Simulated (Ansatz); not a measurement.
# NaGeCl3 (model cell, started as cubic perovskite with Ge in the octahedra): following an unstable mode, part 3 of 3

Aim: this structure of NaGeCl3 (model cell, started as cubic perovskite with Ge in the octahedra) is to be tested for unstable modes, and one is followed downhill.

Ansatz 0.2.0; DFT PBEsol, scalar-relativistic, plane waves, PAW; PAW set soft_1.

So far. Step 5 (Energy along the mode, all amplitudes (two of the runs …): The lowest of the steps tried is the last one, at 0.6 Å, 23.6 meV/atom below the parent; the bottom of the well need not coincide with a step. Step 7 (The new phase in its own primitive cell): The largest force component left is 0.40 meV/Å and the pressure is -0.001 GPa, within the tolerances set. The cell now holds 29.90 Å³/atom. The relaxed cell has a = 5.257, c = 5.409 Å (conventional setting).

The structure was built from a prototype and need not be the compound's stable phase.

## Step 8: Modes of the new phase, k-mesh 8×8×8

A relaxed structure may still be a saddle point, so its zone-centre modes are computed. The response to a homogeneous field gives the Born charges and the dielectric tensor.

input.yaml

```yaml
crystal:
  lattice:
    - [5.2574441233, 0.0, 0.0]
    - [0.0, 5.2574441233, 0.0]
    - [0.0, 0.0, 5.4089536631]
  atoms:
    - { symbol: Na, position: [0.0, 0.0, 0.740380063] }
    - { symbol: Ge, position: [0.5, 0.5, 0.5079382401] }
    - { symbol: Cl, position: [0.5, 0.0, 0.5630628737] }
    - { symbol: Cl, position: [0.5, 0.5, 0.083042209] }
    - { symbol: Cl, position: [0.0, 0.5, 0.5630628737] }
kpoints:
  mp_grid: { grid: [8, 8, 8] }
hamiltonian:
  xc: pbesol
  pseudopotentials: { kind: paw, azcp: { folder: soft_1 }, xc_functional: pbe }
scf:
  occupations: { method: fixed }
output:
  eigenvalues: true
phonons:
  method: dfpt
  dielectric: true
  rigid_motions: translations
```

Started as:

```
$ ansatz run input.yaml --threads 8 --pin off --max-ram 16384MiB --backend cpu --events-out ev --progress --plain --runs-dir out
```

Numbers of over 12 decimals in the logs are rounded to 6 here.

Output:

```text
[...]
Crystal: 5 atoms, lattice volume = 149.507 Å³
Basis set: ecut = 420 eV, 2939 PW (Γ), exchange–correlation on 72×72×80 points (8 copies of the dense FFT grid, shifted against one another)
Bands: 27, of which v1, the nominal top of the filled ones, is band 22 counted from 1 (21 counted from 0)
Symmetry: 8 space group operations
k-points: 260 of 512 (irreducible under 1 space group operation, time reversal used)
[...]
SCF iter   1: F=—  HF=-8919.070244 eV  |F-HF|=—  |Δ(HF+E_count)|=         —  Δρ=4.97e-2  dr2=3.54e0  ethr=3.10e-3  ⟨swp⟩=5.1  Hψ=28535  notcnv=0  defer=700
[...]
SCF iter  13: F=-8917.435506 eV  HF=-8917.435506 eV  |F-HF|=2.00e-11  |Δ(HF+E_count)|=   1.25e-9  Δρ=1.14e-7  dr2=2.37e-11  ethr=1.00e-12  ⟨swp⟩=16.3  Hψ=51979  notcnv=0
SCF 1 converged in 13 iterations: F = -8917.435506 eV  dr2 = 2.37e-11
[...]
DFPT response loops at Γ: preconditioner auto → none (the input reference at scf.mixing.eps_inf says where Resta's filter doesn't serve); β = 0.50; Broyden in place of MSR1
── the response to a field inside a basis, on 10×10×10 k-points: an SCF that follows is theirs, and a resumed run solves both again ──
Bands: 23, of which v1, the nominal top of the filled ones, is band 22 counted from 1 (21 counted from 0)
k-points: 75
[...]
Eigensolver: Dense (75 Hₖ)
SCF iter   1: F=—  HF=-8917.420665 eV  |F-HF|=—  |Δ(HF+E_count)|=         —  Δρ=1.29e-4  dr2=5.22e-6  ethr=1.00e-1
[...]
SCF iter   4: F=-8917.420670 eV  HF=-8917.420670 eV  |F-HF|=6.60e-9  |Δ(HF+E_count)|=  9.39e-10  Δρ=1.99e-6  dr2=5.76e-9  ethr=1.90e-10
SCF 1 converged in 4 iterations: F = -8917.420670 eV  dr2 = 5.76e-9
[...]
WARN: field response: ε∞ stands inside a basis, on 10×10×10 points; the force constants stand on the 8×8×8 k-mesh, whose period is 10.06 times the interband length at k = (-0.5000, -0.5000, -0.5000), direct gap 1.000 eV, under 14: take them and everything formed from them as unconverged, and compare with a denser kpoints.mp_grid
SCF converged after 13 iterations
Free energy (F): -8917.435506 eV
[...]
Internal energy: -8917.435506 eV  (E = F + TS)
E sigma→0 (E₀):  -8917.435506 eV
Fermi energy:    2.846339 eV
[...]
--- Band table (eV; the first three rows and the last of 260) ---
  k-point 0: bands = [... 18 lower, -0.3897, -0.3303, -0.0668, -0.0668, 5.2689, 7.4376, 7.4376, 8.2799, ... 1 higher]
  k-point 1: bands = [... 18 lower, -0.4023, -0.3056, -0.1041, -0.1041, 5.3921, 7.4608, 7.4608, 8.0428, ... 1 higher]
  k-point 2: bands = [... 18 lower, -0.4324, -0.1941, -0.1941, -0.1576, 5.7347, 6.9961, 7.5160, 7.5160, ... 1 higher]
  k-point 259: bands = [... 18 lower, -0.1921, 0.2864, 0.2864, 2.8463, 3.8461, 3.8461, 4.4941, 6.4124, ... 1 higher]
--- Phonons (Γ-DFPT): 9 representative perturbations + reference, on 260 of 512 k-points (Σ response iterations 27) ---
  k mesh reduced under 1 symmetry operation, with k and −k counted as one. Each operation leaves every solved perturbation unchanged. A smaller set is not considered because the run solves the response to a homogeneous field
  ASR residual: 2.792e-4 → 0.000e0 eV/Å²; symmetrization residual: 2.140e-5 eV/Å²
  ASR residual per site (eV/Å²): 2.79e-4 1.22e-5 5.64e-5 1.04e-4 5.64e-5
[...]
ε∞ (high-frequency dielectric tensor):
        5.366515     0.000000    -0.000000
        0.000000     5.366515     0.000000
       -0.000000     0.000000     3.594714
  softest optical mode at Γ: -54.27 cm⁻¹; the repairs (sum rule, projections) moved no ω² at Γ by more than (2.66 cm⁻¹)²
  Born effective charges Z* (e; rows j = field, columns β = displacement):
    site 0:
         1.21767    0.00000   -0.00000
         0.00000    1.21767    0.00000
         0.00000    0.00000    0.95762
    site 1:
         4.25913    0.00000   -0.00000
         0.00000    4.25913    0.00000
        -0.00000    0.00000    3.05145
    site 2:
        -0.68025    0.00000    0.00000
         0.00000   -4.49500    0.00000
         0.00000    0.00000   -0.48313
    site 3:
        -0.30155    0.00000    0.00000
         0.00000   -0.30155    0.00000
         0.00000    0.00000   -3.04281
    site 4:
        -4.49500    0.00000    0.00000
         0.00000   -0.68025    0.00000
         0.00000    0.00000   -0.48313
  Z* charge neutrality: 3.505e-3 e pre-enforcement
  solved inside a basis spanned on kpoints, on 10×10×10 k-points transformed towards the longest dipole: ε∞ is read to err by 2.4e-2, Z* by 5.2e-2 e (field_mesh: kpoints solves on kpoints); Z* is corrected for what the basis lacks
  optical modes at Γ without the LO–TO term, one row a degenerate level:
      ω (cm⁻¹)  modes    IR ((D/Å)²/amu)
        -54.27      2            32.9888
         58.35      2             4.0578
         74.33      1             0.7172
         76.29      1             0.0000
        101.43      2             1.2130
        108.61      1             0.9804
        163.04      2             3.2601
        258.52      1             8.5097
  optical modes at Γ + LO–TO along q̂ = [1.0000, 0.0000, 0.0000]:
      ω (cm⁻¹)  modes    IR ((D/Å)²/amu)
        -54.27      1            16.4944
         50.80      1             0.0400
         58.35      1             2.0289
         74.33      1             0.7172
         76.29      1             0.0000
         98.78      1             0.0610
        101.43      1             0.6065
        108.61      1             0.9804
        150.69      1             0.9893
        163.04      1             1.6301
        239.73      1            19.6696
        258.52      1             8.5097
  optical modes at Γ + LO–TO along q̂ = [0.0000, 1.0000, 0.0000]:
      ω (cm⁻¹)  modes    IR ((D/Å)²/amu)
        -54.27      1            16.4944
         50.80      1             0.0400
[...]
150.69      1             0.9893
        163.04      1             1.6301
        239.73      1            19.6696
        258.52      1             8.5097
  optical modes at Γ + LO–TO along q̂ = [0.0000, 0.0000, 1.0000]:
      ω (cm⁻¹)  modes    IR ((D/Å)²/amu)
        -54.27      2            32.9888
         58.35      2             4.0578
         76.29      1             0.0000
         82.13      1             0.1216
        101.43      2             1.2130
        121.27      1             0.4978
        163.04      2             3.2601
        321.27      1             9.5880
```

Run time: 3.1 min. Hardware: 8 threads of Arm Neoverse V1, shared host; peak memory 4.2 GiB.

This step gave:

```yaml
sum_rule_residual_before_enforcement: 2.79e-4 eV/Å²
miss_of_the_charge_sum_rule: 0.003505 e
estimated_error_of_the_dielectric_tensor: 0.02391
estimated_error_of_the_born_charges: 0.05231 e
point_group: 4mm
highest_optical_mode_at_the_zone_centre_no_lo_to_term: 258.5 cm⁻¹
lowest_optical_zone_centre_mode: -54.27 cm⁻¹
mean_high_frequency_dielectric_constant: 4.776
largest_born_charge_third_of_the_trace: 3.857 e
top_of_the_zone_centre_spectrum_with_the_field: 321.3 cm⁻¹
```

Without the LO-TO term. Patterns of degenerate modes are one choice out of their space. The modes at Γ (shares of kinetic energy by element, %) (negative means imaginary):

| mode | frequency (cm⁻¹) | symmetry | Na % | Ge % | Cl % |
| --- | --- | --- | --- | --- | --- |
| 1 | -54.3 | E | 0 | 18 | 82 |
| 2 | -54.3 | E | 0 | 18 | 82 |
| 3 | 0.0 | acoustic | 11 | 36 | 53 |
| 4 | 0.0 | acoustic | 11 | 36 | 53 |
| 5 | 0.0 | acoustic | 11 | 36 | 53 |
| 6 | 58.4 | E | 23 | 0 | 77 |
| 7 | 58.4 | E | 23 | 0 | 77 |
| 8 | 74.3 | A1 | 65 | 17 | 18 |
| 9 | 76.3 | B1 | 0 | 0 | 100 |
| 10 | 101.4 | E | 16 | 45 | 39 |
| 11 | 101.4 | E | 16 | 45 | 39 |
| 12 | 108.6 | A1 | 23 | 12 | 64 |
| 13 | 163.0 | E | 50 | 0 | 50 |
| 14 | 163.0 | E | 50 | 0 | 50 |
| 15 | 258.5 | A1 | 0 | 35 | 65 |

Displacements in mode 2 (-54.3 cm⁻¹), the largest set to 1:
```
Na1  0.00  0.02  0.00
Ge2 -0.01 -0.35  0.00
Cl3  0.00  1.00  0.00
Cl4 -0.01 -0.33  0.00
Cl5  0.03  0.02  0.00
```

Displacements in mode 9 (76.3 cm⁻¹), the largest set to 1:
```
Na1  0.00  0.00  0.00
Ge2  0.00  0.00  0.00
Cl3  0.00  0.00 -1.00
Cl4  0.00  0.00  0.00
Cl5  0.00  0.00  1.00
```

Optical modes at the zone centre, without and with the macroscopic field of the longitudinal modes; each column is sorted by frequency, so a row need not hold one and the same mode. Modes with and without the field, by row:

| rank among optical modes | no field (cm⁻¹) | q along (1, 0, 0) (cm⁻¹) | q along (0, 0, 1) (cm⁻¹) |
| --- | --- | --- | --- |
| 1 | -54.3 | -54.3 | -54.3 |
| 2 | -54.3 | 50.8 | -54.3 |
| 3 | 58.4 | 58.4 | 58.4 |
| 4 | 58.4 | 74.3 | 58.4 |
| 5 | 74.3 | 76.3 | 76.3 |
| 6 | 76.3 | 98.8 | 82.1 |
| 7 | 101.4 | 101.4 | 101.4 |
| 8 | 101.4 | 108.6 | 101.4 |
| 9 | 108.6 | 150.7 | 121.3 |
| 10 | 163 | 163 | 163 |
| 11 | 163 | 239.7 | 163 |
| 12 | 258.5 | 258.5 | 321.3 |

Born charge (rows field, columns displacement) (e), principal values of the symmetric part by kind of site:

| atom | atoms with these values | low | middle | high | mean |
| --- | --- | --- | --- | --- | --- |
| Na1 | 1 | 0.96 | 1.22 | 1.22 | 1.13 |
| Ge2 | 1 | 3.05 | 4.26 | 4.26 | 3.86 |
| Cl3 | 2 | -4.50 | -0.68 | -0.48 | -1.89 |
| Cl4 | 1 | -3.04 | -0.30 | -0.30 | -1.22 |

In full for Cl3:

```
-0.68  0.00  0.00
 0.00 -4.50  0.00
 0.00  0.00 -0.48
```

High-frequency dielectric tensor:

```
5.37 0.00 0.00
0.00 5.37 0.00
0.00 0.00 3.59
```

Transverse modes; imaginary modes are left out. Lines of the infrared spectrum (strongest = 100):

| position (cm⁻¹) | label | relative intensity |
| --- | --- | --- |
| 58 | E | 48 |
| 74 | A1 | 8.4 |
| 76 | B1 | 0.0 |
| 101 | E | 14 |
| 109 | A1 | 12 |
| 163 | E | 38 |
| 258 | A1 | 100 |

Before it was imposed, the acoustic sum rule was missed by 2.8e-4 eV/Å² and the charge sum rule by 0.0035 e. Small misses are needed for a sound result but don't prove that mesh and cutoff are converged. The lowest optical mode is imaginary, 54.3i cm⁻¹, so the energy falls along it.

The log warns of the k mesh: “the force constants stand on the 8×8×8 k-mesh, whose period is 10.06 times the interband length at k = (-0.5000, -0.5000, -0.5000), direct gap 1.000 eV, under 14: take them and everything formed from them as unconverged”.

## Step 9: Outcome

```
unstable mode of the parent                                                      : q = (0, 0, 0), 90i cm⁻¹
depth at the lowest point sampled                                                : 23.6 meV/atom
largest atomic shift at that point                                               : 0.6 Å
space group reached (within 0.01 Å)                                              : P4mm
energy gained over the parent (first relaxation, on the mesh of the frozen mode) : 55.5 meV/atom
volume per atom, phase reached                                                   : 29.9 Å³
gap on the k-mesh, phase reached                                                 : 1.000 eV
lowest optical zone-centre mode, phase reached                                   : -54.3 cm⁻¹
highest optical mode at the zone centre (no LO-TO term), phase reached           : 259 cm⁻¹
```

**Reading.** Along this mode the structure falls into P4mm, 55.5 meV/atom below the parent. At the parent's cell the well is 23.65 meV/atom deep on the steps tried, with its lowest point at a shift of 0.6 Å. That is the last step tried, so the steps alone don't bracket the bottom of the well. Relaxing atoms and cell changes the gain by +31.87 meV/atom against the lowest step (energies at zero smearing). The new phase still has an imaginary mode at the zone centre of its cell, so it is a saddle point on the way to a lower structure. Of the 6 patterns followed to their end from this parent, this one ends 32.7 meV/atom above the lowest, Imma. Each path keeps the symmetry of its pattern, so a lower phase may lie along a pattern not tried. With the field response the log warns that the k mesh is coarse for the force constants too, so the frequencies may not be converged. The PAW files were made for PBE and serve the other functionals too. The starting cell was built on a prototype and not taken from a measurement, so the phase need not exist.

[Logs are printed without paths, hosts, clocks, repeated set-up lines and the standing remarks that a program may print on its own settings, such as how far it seeks lower states.]

[Hosts, paths, dates, database ids (printed as entryN), source tags and the programs' standing remarks are cut or masked in the printed files.]
